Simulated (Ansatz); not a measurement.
# W2N(OH)2 MXene monolayer in a perpendicular field, part 3 of 3

Aim: how the W2N(OH)2 MXene monolayer screens a field along its normal, and what the field does to its bands. A positive field points along +c.

Ansatz 0.2.0; plane-wave DFT, RPBE-D3(BJ), Ansatz PAW (the session's first sound run).

So far. Step 8 (Atoms held, field 0.3 V/Å): The dipole is 0.146 e·Å.

## 9. Response, atoms held

This step: plane-wave DFT, RPBE-D3(BJ), Ansatz PAW; response to a field along the normal, atoms held (Ansatz 0.2.0).

The dipoles give the slope, and the difference of two potentials shows where the field is screened.

This step gave:

- equivalent conductor thickness p/(ε₀AE): 13.48 Å
- distance between the outer atoms: 7.780 Å

Dipole of the cell against applied field:

```csv
applied field (V/Å),dipole of the cell (e·Å)
-0.050,-0.0242
0.000,2.5e-7
0.050,0.0242
0.100,0.0485
0.200,0.0972
0.300,0.146
```

Local field over the applied field, running mean. From the potentials at -0.05 and 0.05 V/Å; running mean over 2.5 Å. Table of local field over applied field by z:

z (Å), local field over applied field and a bar from the least value:
```
      4.5      0.933 ##############################
      5.0      0.887 ############################
      5.5      0.812 ##########################
      6.0      0.699 #######################
      6.5      0.545 ###################
      7.0      0.360 #############
      7.5      0.172 ########
      8.0      0.020 ####
      8.5     -0.074 #
      9.0     -0.115 
      9.5     -0.112 
     10.0     -0.088 #
     10.5     -0.060 ##
     11.0     -0.042 ##
     11.5     -0.030 ##
     12.0     -0.018 ###
     12.5     -0.004 ###
     13.0     -0.002 ###
     13.5     -0.009 ###
     14.0     -0.025 ###
     14.5     -0.034 ##
     15.0     -0.050 ##
     15.5     -0.070 #
     16.0     -0.101 
     16.5     -0.116 
     17.0     -0.104 
     17.5     -0.039 ##
     18.0      0.080 ######
     18.5      0.253 ##########
     19.0      0.444 ################
     19.5      0.618 #####################
     20.0      0.754 #########################
     20.5      0.849 ###########################
     21.0      0.910 #############################
     21.5      0.947 ##############################
```

The induced electron density oscillates, so the rows of the table below give means over windows of 0.5 Å about each position, cut where the curve ends. Its maxima inside the range that stand out by 2 % of the span (Å: e/Å³ per V/Å): 7.30: 0.00275, 9.60: 2.3e-4, 10.46: 8.1e-4, 14.61: 8.8e-4, 15.75: 0.00119, 16.76: 0.00123. Its minima: 9.02: -0.00123, 10.03: -0.00119, 11.17: -8.8e-4, 15.32: -8.1e-4, 16.18: -2.3e-4, 18.48: -0.00275.

Electrons, planar mean, per unit field. The induced electron density by z; means over each step:

z (Å), induced electron density (e/Å³ per V/Å) and a bar from the least value:
```
      4.5    0.00032 #################
      5.0    0.00052 ##################
      5.5    0.00084 ####################
      6.0    0.00137 #######################
      6.5    0.00206 ###########################
      7.0    0.00262 ##############################
      7.5    0.00265 ##############################
      8.0    0.00197 ##########################
      8.5    0.00049 ##################
      9.0   -0.00100 ##########
      9.5   -0.00021 ##############
     10.0   -0.00059 ############
     10.5    0.00054 ##################
     11.0   -0.00051 ############
     11.5   -0.00038 #############
     12.0   -0.00003 ###############
     12.5   -0.00003 ###############
     13.0    0.00000 ###############
     13.5    0.00005 ###############
     14.0    0.00009 ################
     14.5    0.00065 ###################
     15.0   -0.00010 ###############
     15.5   -0.00006 ###############
     16.0    0.00032 #################
     16.5    0.00074 ###################
     17.0    0.00053 ##################
     17.5   -0.00124 ########
     18.0   -0.00237 ##
     18.5   -0.00271 
     19.0   -0.00242 ##
     19.5   -0.00175 #####
     20.0   -0.00110 #########
     20.5   -0.00068 ###########
     21.0   -0.00042 #############
     21.5   -0.00026 ##############
```

By hand: between -0.05 and 0.05 V/Å the dipole changes by 0.04845 e·Å, a slope of 0.4845 e·Å²/V. A perfect conductor of thickness t has p = ε₀AEt, so t = 180.95 × 0.4845 / 6.505 = 13.48 Å (e/ε₀ = 180.95 V·Å, A in Å²).

The induced dipole is that of a conductor 13.48 Å thick.

## 10. With spin-orbit coupling, k-mesh 12×12×1

This step: plane-wave DFT, PBE, fully relativistic PAW with spin-orbit coupling (Ansatz 0.2.0).

Heavy atoms split their bands by spin-orbit coupling, so this run uses fully relativistic files and two-component states.

Input file input.yaml:

```yaml
crystal:
  lattice:
    - [2.7406029313, 0.0, 0.0]
    - [-1.3703014656, 2.3734317602, 0.0]
    - [0.0, 0.0, 25.7799158293]
  atoms:
    - { symbol: H, position: [0.3333333333, 0.6666666667, 0.3491089754] }
    - { symbol: O, position: [0.3333333333, 0.6666666667, 0.3870415632] }
    - { symbol: W, position: [0.6666666667, 0.3333333333, 0.4443632467] }
    - { symbol: "N", position: [0.0, 0.0, 0.5] }
    - { symbol: W, position: [0.3333333333, 0.6666666667, 0.5556367533] }
    - { symbol: O, position: [0.6666666667, 0.3333333333, 0.6129584368] }
    - { symbol: H, position: [0.6666666667, 0.3333333333, 0.6508910246] }
kpoints:
  mp_grid: { grid: [12, 12, 1] }
  band_path:
    path: [[0, 0, 0], [0.5, 0, 0], [0.33333333, 0.33333333, 0], [0, 0, 0]]
    npoints: 16
hamiltonian:
  xc: pbe
  pseudopotentials: { kind: paw_fr }
magnetization:
  noncollinear: true
  spin_orbit: true
scf:
  occupations: { method: fermi_dirac, width: 0.02585 }
  convergence: { dr2_threshold: 1.0e-09 }
efield:
  axis: 3
  dipole_correction: true
  ramp_position: 0.97
  ramp_width: 0.06
  amplitude: 0
output:
  write_potential: true
  write_density: true
  volumetric_format: npy
```

Started as:

```bash
> ansatz run input.yaml --threads 4 --pin off --max-ram 6144MiB --backend cpu --events-out ev --progress --plain --runs-dir out
```

Numbers of over 12 decimals in the logs are rounded to 6 here.

Output:

```text
[...]
non-collinear run that drives no moment, with spin-orbit: no starting moment large enough to seed its density (crystal.atoms[].spin), no starting occupations that ask for one, no magnetisation constraint and no magnetic field, so the semilocal B_xc is pinned to zero
Crystal: 7 atoms, lattice volume = 167.689 Å³
Basis set: ecut = 420 eV, 3285 PW (Γ)
Bands: 62, of which v1, the nominal top of the filled ones, is band 47 counted from 1 (46 counted from 0)
Symmetry: 6 space group operations + 6 with time reversal
k-points: 19 of 144 (time reversal used)
Projection manifold: j_resolved (fully-relativistic pseudo-atomic orbitals)
[...]
SCF iter   1: F=—  HF=-22372.114971 eV  |F-HF|=—  |Δ(HF+E_count)|=         —  Δρ=9.21e-2  dr2=1.83e1  dr2_m=0.00e0 (ungated)  ethr=3.10e-3  |M|=0.00e0 ∫|m|=0.00e0 μB  |m|>n=0.0e0 m-floor=0.0e0 τ_xc=0.0e0  β_m=1.00  p=-0.000 e·Å  D=-3.63e-14 V/Å  ΔV_dip=0.00 eV  dr2_dipole=4.49e-7  V_vac-E_F(+/−)=6.23/6.23 eV  ⟨swp⟩=8.5  Hψ=7124  notcnv=0  defer=26
[...]
spin=Noncollinear: LDOS preconditioning applied to the charge; magnetization (m_x, m_y, m_z) channels mix plain (no charge-response kernel on spin).
SCF iter   2: F=—  HF=-22403.929643 eV  |F-HF|=—  |Δ(HF+E_count)|=    3.18e1  Δρ=1.95e-1  dr2=1.81e3  dr2_m=0.00e0 (ungated)  ethr=3.10e-3  |M|=0.00e0 ∫|m|=0.00e0 μB  |m|>n=0.0e0 m-floor=0.0e0 τ_xc=0.0e0  β_m=0.22  p=-0.000 e·Å  D=-8.12e-5 V/Å  ΔV_dip=0.00 eV  dr2_dipole=7.88e-4  V_vac-E_F(+/−)=-4.52/-4.52 eV  ⟨swp⟩=18.5  Hψ=13122  notcnv=0  defer=159  recentre
[...]
SCF iter  21: F=-22367.351348 eV  HF=-22367.351348 eV  |F-HF|=2.91e-11  |Δ(HF+E_count)|=  2.55e-11  Δρ=1.23e-7  dr2=4.25e-11  dr2_m=0.00e0 (ungated)  ethr=2.13e-12  |M|=0.00e0 ∫|m|=0.00e0 μB  |m|>n=0.0e0 m-floor=0.0e0 τ_xc=0.0e0  p=0.000 e·Å  D=1.74e-7 V/Å  ΔV_dip=-0.00 eV  dr2_dipole=5.12e-14  V_vac-E_F(+/−)=2.77/2.77 eV  ⟨swp⟩=21.3  Hψ=7565  notcnv=0
SCF 1 converged in 21 iterations: F = -22367.351348 eV  dr2 = 4.25e-11
[...]
SCF converged after 21 iterations
Magnetization: |M| = 0.0000 μB,  M = (+0.0000, +0.0000, +0.0000) μB
Absolute magnetization: 0.0000 μB (∫|m|)
  site 0: m = (+0.0000, +0.0000, +0.0000) μB, |m| = 0.0000 μB  (R = 0.40 Å)
  site 1: m = (+0.0000, +0.0000, +0.0000) μB, |m| = 0.0000 μB  (R = 0.40 Å)
  site 2: m = (+0.0000, +0.0000, +0.0000) μB, |m| = 0.0000 μB  (R = 0.88 Å)
  site 3: m = (+0.0000, +0.0000, +0.0000) μB, |m| = 0.0000 μB  (R = 0.88 Å)
  site 4: m = (+0.0000, +0.0000, +0.0000) μB, |m| = 0.0000 μB  (R = 0.88 Å)
  site 5: m = (+0.0000, +0.0000, +0.0000) μB, |m| = 0.0000 μB  (R = 0.40 Å)
  site 6: m = (+0.0000, +0.0000, +0.0000) μB, |m| = 0.0000 μB  (R = 0.40 Å)
Free energy (F): -22367.351348 eV
[...]
Internal energy: -22367.343411 eV  (E = F + TS)
E sigma→0 (E₀):  -22367.347380 eV
Entropy (-TS):   -0.007936 eV (-1.134 meV/atom)
Fermi energy:    4.326123 eV
Dipole field:    D = 0.000001 V/Å  (p = 0.000000 e·Å, saw-weighted, corrected)
Work function:   Φ+ = 2.7679 eV   Φ− = 2.7680 eV
[...]
--- Band table (eV; the first three rows and the last of 19) ---
  k-point 0: bands = [... 43 lower, 2.4148, 2.6082, 2.6082, 3.1094, 3.1094, 4.0756, 4.0756, 4.0789, ... 11 higher]
  k-point 1: bands = [... 43 lower, 2.1481, 2.7782, 2.7782, 3.1802, 3.1802, 3.9082, 3.9082, 4.2208, ... 11 higher]
  k-point 2: bands = [... 43 lower, 1.5881, 2.9549, 2.9549, 3.4071, 3.4071, 3.7899, 3.7899, 4.6497, ... 11 higher]
  k-point 18: bands = [... 43 lower, 3.3897, 3.6477, 3.6477, 3.9303, 3.9303, 5.8330, 5.8330, 5.9751, ... 11 higher]
```

It took 1.8 min on 4 threads of Arm Neoverse N1, shared host; peak memory 1.2 GiB; 6.8 min of CPU time.

This step gave:

| Item | Value |
| --- | --- |
| energy at zero smearing | -22367.3474 eV |
| work function, upper face | 2.768 eV |
| dipole along the normal | 4.69e-7 e·Å |

Electronic bands along the path, in eV, zero at the Fermi level:

```csv
point,band 47,band 48,band 49,band 50,band 51,band 52,band 53,band 54
Γ,-1.22,-1.22,-0.25,-0.25,-0.25,-0.25,-0.22,-0.22
halfway,-0.68,-0.68,0.48,0.48,1.03,1.03,1.24,1.24
M,2.14,2.14,2.70,2.70,2.87,2.87,3.74,3.74
halfway,1.19,1.19,1.72,1.72,2.06,2.06,3.19,3.19
K,-0.40,-0.40,1.51,1.51,1.65,1.65,3.00,3.00
halfway,-1.13,-1.13,0.88,0.88,1.35,1.35,1.91,1.91
Γ,-1.22,-1.22,-0.25,-0.25,-0.25,-0.25,-0.22,-0.22
```

The work function of the upper face is 2.77 eV.

## 11. With spin-orbit coupling, k-mesh 12×12×1, field 0.1 V/Å

The same in a field along the normal.

input.yaml, as its differences from that of step 10:

```diff
@@ -15,5 +15,3 @@
   mp_grid: { grid: [12, 12, 1] }
-  band_path:
-    path: [[0, 0, 0], [0.5, 0, 0], [0.33333333, 0.33333333, 0], [0, 0, 0]]
-    npoints: 16
+  band_path: { path: [[0, 0, 0], [0.12, 0, 0]], npoints: 24 }
 hamiltonian:
@@ -32,3 +30,3 @@
   ramp_width: 0.06
-  amplitude: 0
+  amplitude: 0.1
 output:
```

Output:

```text
[...]
Crystal: 7 atoms, lattice volume = 167.689 Å³
Basis set: ecut = 420 eV, 3285 PW (Γ)
Bands: 62, of which v1, the nominal top of the filled ones, is band 47 counted from 1 (46 counted from 0)
Symmetry: 6 space group operations + 6 with time reversal
k-points: 19 of 144 (time reversal used)
[...]
k-point 0: bands = [... 43 lower, 2.4134, 2.6068, 2.6068, 3.1080, 3.1080, 4.0697, 4.0697, 4.0742, ... 11 higher]
  k-point 1: bands = [... 43 lower, 2.1467, 2.7767, 2.7768, 3.1788, 3.1788, 3.9067, 3.9067, 4.2109, ... 11 higher]
  k-point 2: bands = [... 43 lower, 1.5868, 2.9531, 2.9539, 3.4054, 3.4058, 3.7884, 3.7887, 4.6430, ... 11 higher]
  k-point 18: bands = [... 43 lower, 3.3891, 3.6455, 3.6472, 3.9281, 3.9295, 5.8305, 5.8325, 5.9732, ... 11 higher]
[key lines of the parts left out:]
SCF converged after 23 iterations
Magnetization: |M| = 0.0000 μB,  M = (+0.0000, +0.0000, +0.0000) μB
Free energy (F): -22367.353731 eV
Fermi energy:    4.324765 eV
Dipole field:    D = 0.051435 V/Å  (p = 0.047665 e·Å, saw-weighted, corrected)
```

Wall time 91 s (4 threads); peak memory 1.2 GiB.

Numbers from this step:

| Property | Result |
| --- | --- |
| energy at zero smearing | -22367.3498 eV |
| dipole along the normal | 0.04766 e·Å |

The dipole is 0.0477 e·Å.

## 12. Varying the input

This step: plane-wave DFT, RPBE-D3(BJ), Ansatz PAW (Ansatz 0.2.0).

A run with a changed input: it repeats the earlier run at 0.05 V/Å with efield.dipole_correction from true to false.

input.yaml, the sections that differ from step 11:

```yaml
kpoints:
  mp_grid: { grid: [18, 18, 1] }
  band_path:
    path: [[0, 0, 0], [0.5, 0, 0], [0.33333333, 0.33333333, 0], [0, 0, 0]]
    npoints: 16
hamiltonian:
  xc: rpbe
  dispersion: d3bj
scf:
  occupations: { method: fermi_dirac, width: 0.02585 }
  convergence: { dr2_threshold: 1.0e-10 }
efield:
  axis: 3
  dipole_correction: false
  ramp_position: 0.97
  ramp_width: 0.06
  amplitude: 0.05
# crystal, output: as in step 11
# magnetization: removed
```

Output:

```text
[...]
Crystal: 7 atoms, lattice volume = 167.689 Å³
Basis set: ecut = 420 eV, 3285 PW (Γ)
Bands: 31, of which v1, the nominal top of the filled ones, is band 24 counted from 1 (23 counted from 0)
Symmetry: 6 space group operations
k-points: 37 of 324 (time reversal used)
[...]
SCF iter   1: F=—  HF=-22358.323882 eV  |F-HF|=—  |Δ(HF+E_count)|=         —  Δρ=1.26e-2  dr2=5.36e0  ethr=1.77e-3  p=-0.000 e·Å  V_vac-E_F(+/−)=1.58/0.44 eV  ⟨swp⟩=7.8  Hψ=5704  notcnv=0  defer=1
[...]
SCF iter  16: F=-22358.038887 eV  HF=-22358.038887 eV  |F-HF|=1.46e-11  |Δ(HF+E_count)|=  8.37e-11  Δρ=5.11e-8  dr2=2.39e-11  ethr=1.00e-12  p=0.051 e·Å  V_vac-E_F(+/−)=2.99/2.03 eV  ⟨swp⟩=12.3  Hψ=3325  notcnv=0
SCF 1 converged in 16 iterations: F = -22358.038887 eV  dr2 = 2.39e-11
[...]
SCF converged after 16 iterations
Free energy (F): -22358.038887 eV
[...]
Internal energy: -22358.033493 eV  (E = F + TS)
E sigma→0 (E₀):  -22358.036190 eV
Entropy (-TS):   -0.005394 eV (-0.771 meV/atom)
Fermi energy:    4.542160 eV
Dipole field:    D = 0.054845 V/Å  (p = 0.050825 e·Å, saw-weighted)
Work function:   not extracted (applied field tilts the vacuum); planar V_es + V_field profile in the machine report
[...]
--- Band table (eV; the first three rows and the last of 37) ---
  k-point 0: bands = [... 20 lower, 0.5979, 2.6802, 3.0988, 3.0988, 4.2655, 4.3303, 4.4474, 4.4474, ... 3 higher]
  k-point 1: bands = [... 20 lower, 0.5206, 2.5731, 3.1062, 3.1916, 4.2893, 4.3617, 4.4180, 4.5129, ... 3 higher]
  k-point 2: bands = [... 20 lower, 0.3295, 2.2254, 3.1734, 3.4739, 3.9946, 4.5544, 4.6524, 4.7101, ... 3 higher]
  k-point 36: bands = [... 20 lower, 3.2697, 3.7700, 3.7737, 4.1832, 6.1782, 6.1798, 7.5354, 7.5422, ... 3 higher]
```

Elapsed: 26 s, on 4 threads; peak memory 0.54 GiB; 84 s of CPU time.

```csv
quantity,this run,earlier run,difference
dipole along the normal (e·Å),0.05083,0.02423,0.027
```

With the dipole correction off, the periodic images add a field of their own to the typed one.

It moves by +0.0266 e·Å.

These numbers are not those of the isolated slab.

## 13. Varying the input

An input spoilt on purpose, to show how the run answers: it repeats the earlier run at 0.05 V/Å with scf.max_iter to 3.

input.yaml, as its differences from that of step 12:

```diff
@@ -24,5 +24,6 @@
   convergence: { dr2_threshold: 1.0e-10 }
+  max_iter: 3
 efield:
   axis: 3
-  dipole_correction: false
+  dipole_correction: true
   ramp_position: 0.97
```

Output:

```text
Engine: ansatz 0.2.0, aarch64-unknown-linux-gnu
Pseudopotentials: kind: paw
Pseudopotential: H, paw, valence charge 1, recommended cutoff 420 eV (normal), H.paw.azcp
Pseudopotential: O, paw, valence charge 6, recommended cutoff 420 eV (normal), O.paw.azcp
Pseudopotential: W, paw, valence charge 14, recommended cutoff 420 eV (normal), W.paw.azcp
Pseudopotential: N, paw, valence charge 5, recommended cutoff 420 eV (normal), N.paw.azcp
Functional definition: RPBE
  parameter kappa = 0.804
  parameter beta = 0.066725
  exchange = rpbe_x(kappa = kappa, mu = beta*pi^2/3)
  correlation = pbe_c(beta = beta)
Crystal: 7 atoms, lattice volume = 167.689 Å³
Basis set: ecut = 420 eV, 3285 PW (Γ)
Bands: 31, of which v1, the nominal top of the filled ones, is band 24 counted from 1 (23 counted from 0)
Symmetry: 6 space group operations
k-points: 37 of 324 (time reversal used)
Non-local potential: H, projectors of the file, l = 0: 2, l = 1: 1
Non-local potential: O, projectors of the file, l = 0: 2, l = 1: 2, l = 2: 1
Non-local potential: W, projectors of the file, l = 0: 3, l = 1: 2, l = 2: 2, l = 3: 1
Non-local potential: N, projectors of the file, l = 0: 2, l = 1: 2, l = 2: 1
PAW form: soft (Blöchl's): semilocal exchange-correlation on the pseudo side does not see the compensation charge
PAW frozen core: O, regenerated for the run's functional, and the local potential with it (the file was generated under x = pbe(κ = 0.804, μ = 0.219515), c = pbe(β = 0.066725))
PAW frozen core: W, regenerated for the run's functional, and the local potential with it (the file was generated under x = pbe(κ = 0.804, μ = 0.219515), c = pbe(β = 0.066725))
PAW frozen core: N, regenerated for the run's functional, and the local potential with it (the file was generated under x = pbe(κ = 0.804, μ = 0.219515), c = pbe(β = 0.066725))
PAW one-centre angular grid: H, 110 points (default); XC on 64 Gauss nodes
PAW one-centre angular grid: O, 110 points (default); XC on 64 Gauss nodes
PAW one-centre angular grid: W, 590 points (default); XC on 64 Gauss nodes
PAW one-centre angular grid: N, 110 points (default); XC on 64 Gauss nodes
Initial density: superposition of atomic densities (neutral atoms: chi_scale 0, normalization atom, screened)
Initial wavefunctions: pseudopotential atomic-orbital guess
Functional: x = rpbe, c = pbe(β = 0.066725)
SCF iter   1: F=—  HF=-22362.607873 eV  |F-HF|=—  |Δ(HF+E_count)|=         —  Δρ=9.16e-2  dr2=1.80e1  ethr=3.10e-3  p=0.016 e·Å  D=1.72e-2 V/Å  ΔV_dip=-0.44 eV  dr2_dipole=9.17e-5  V_vac-E_F(+/−)=6.46/5.73 eV  ⟨swp⟩=8.4  Hψ=14956  notcnv=0
efield: sawtooth ramp at fractional position 0.9700 (set: `efield.ramp_position`, or a place that a band, a saddle search or an elastic batch's reference lends), width 0.0600; the density the first Hamiltonian is built on has a dipole p = 0.016 e·Å; the dipole correction subtracts the counter field D = 1.72e-2 V/Å, which shifts the + side's vacuum level by -0.44 eV against the − side's; the planar-averaged density in the ramp window peaks in size at 8.8e-7 e/Å³
preconditioner: auto → LDOS  [metal: Δε(μ)=0.052 eV  Ē_g=13.217 eV  σ=0.026 eV  W_gap=0.39  n_scr=18 (ndim 8)  ℏωp=16.0 eV  f_vac=0.616  D(μ)=1.44/eV (n_scr^D=10)  β→1.0]
SCF iter   2: F=—  HF=-22391.617764 eV  |F-HF|=—  |Δ(HF+E_count)|=    2.90e1  Δρ=1.87e-1  dr2=1.69e3  ethr=3.10e-3  p=0.013 e·Å  D=1.41e-2 V/Å  ΔV_dip=-0.36 eV  dr2_dipole=6.56e0  V_vac-E_F(+/−)=-3.85/-4.66 eV  ⟨swp⟩=16.6  Hψ=20551  notcnv=0  recentre
SCF iter   3: F=—  HF=-22360.232408 eV  |F-HF|=—  |Δ(HF+E_count)|=    3.14e1  Δρ=5.70e-2  dr2=9.40e0  ethr=3.10e-3  p=0.017 e·Å  D=1.81e-2 V/Å  ΔV_dip=-0.47 eV  dr2_dipole=3.72e-5  V_vac-E_F(+/−)=6.07/5.36 eV  ⟨swp⟩=21.6  Hψ=22694  notcnv=0
WARN: efield: at this solve's end the planar-averaged density reaches 1.23e-3 e/Å³ inside the ramp window [0.9312, 0.0688] (bound 1e-5 e/Å³); the window's nearer edge stands 7.23 Å from this solve's nearest atom along the axis. Its free energy, forces, stress, dipole, levels and responses can be off, and this figure does not tell by how much. The cell may have no vacuum along `efield.axis`. A short vacuum, a low `basis.ecutwfc` or `basis.ecutrho_ratio` and negative occupations (`scf.occupations.method`) can put density there. See the manual's quickstart, § The vacuum guard
Error: did not converge after 3 iterations: dr2 = 9.40e0 (threshold 1.00e-10), under the density mixer `msr1`, which `scf.mixing.algorithm: auto` chose by the deck's other keys (type `scf.mixing.algorithm: msr1` to keep it); raise `scf.max_iter`, which need not help a stalled SCF, or adjust the mixing (`scf.mixing`) or, under a smearing, its width (`scf.occupations.width`, in either direction: another width is another result); this SCF holds its density and magnetisation to the symmetry operations that it keeps, and cannot end on a state that breaks one of them: if the state sought breaks one, re-run with `crystal.symmetry.detect: [rest of the remark cut]
```

Elapsed: 20 s, on 4 threads; peak memory 0.45 GiB.

The run stopped without converging, so none of its numbers is a property of the system.

The program's message: “Error: did not converge after 3 iterations: dr2 = 9.40e0 (threshold 1.00e-10), under the density mixer `msr1`, which `scf.mixing.algorithm: auto` chose by the deck's other keys (type `scf.mixing.algor …”

The fault put into the input: too few SCF iterations.

## 14. What came out

```json
{"gap without field": "none", "work function, upper face": "2.49 eV", "equivalent conductor thickness, atoms held": "13.5 Å"}
```

The induced dipole equals that of a perfect conductor 13.48 Å thick, while the outer atoms lie 7.78 Å apart. There is no gap over 0.03 eV, with or without the field. The main runs have no spin polarisation; a magnetic state could lie lower and would change these results. The field series itself is without spin-orbit coupling. In 1 run of the series (0.3 V/Å) the program warns that electrons reach the sawtooth's ramp, which makes dipole and work function less sure. RPBE with D3(BJ) overbinds, and the relaxed cell is some per cent too small. The MXene's terminations sit over the metal atoms of its far layer; the site over carbon or nitrogen, which some compounds prefer, was not run. With this functional, D3(BJ) tends to leave the relaxed cell short of measured lattice constants, by some per cent.

[Logs are printed without paths, hosts, clocks, repeated set-up lines and the standing remarks that a program may print on its own settings, such as how far it seeks lower states.]

[Hosts, paths, dates, database ids (printed as entryN), source tags and the programs' standing remarks are cut or masked in the printed files.]

[Maps of the electrostatic potential energy from Ansatz leave out the sawtooth potential of an applied field or a dipole correction, so their vacuum need not be flat; planar profiles and work functions include it.]
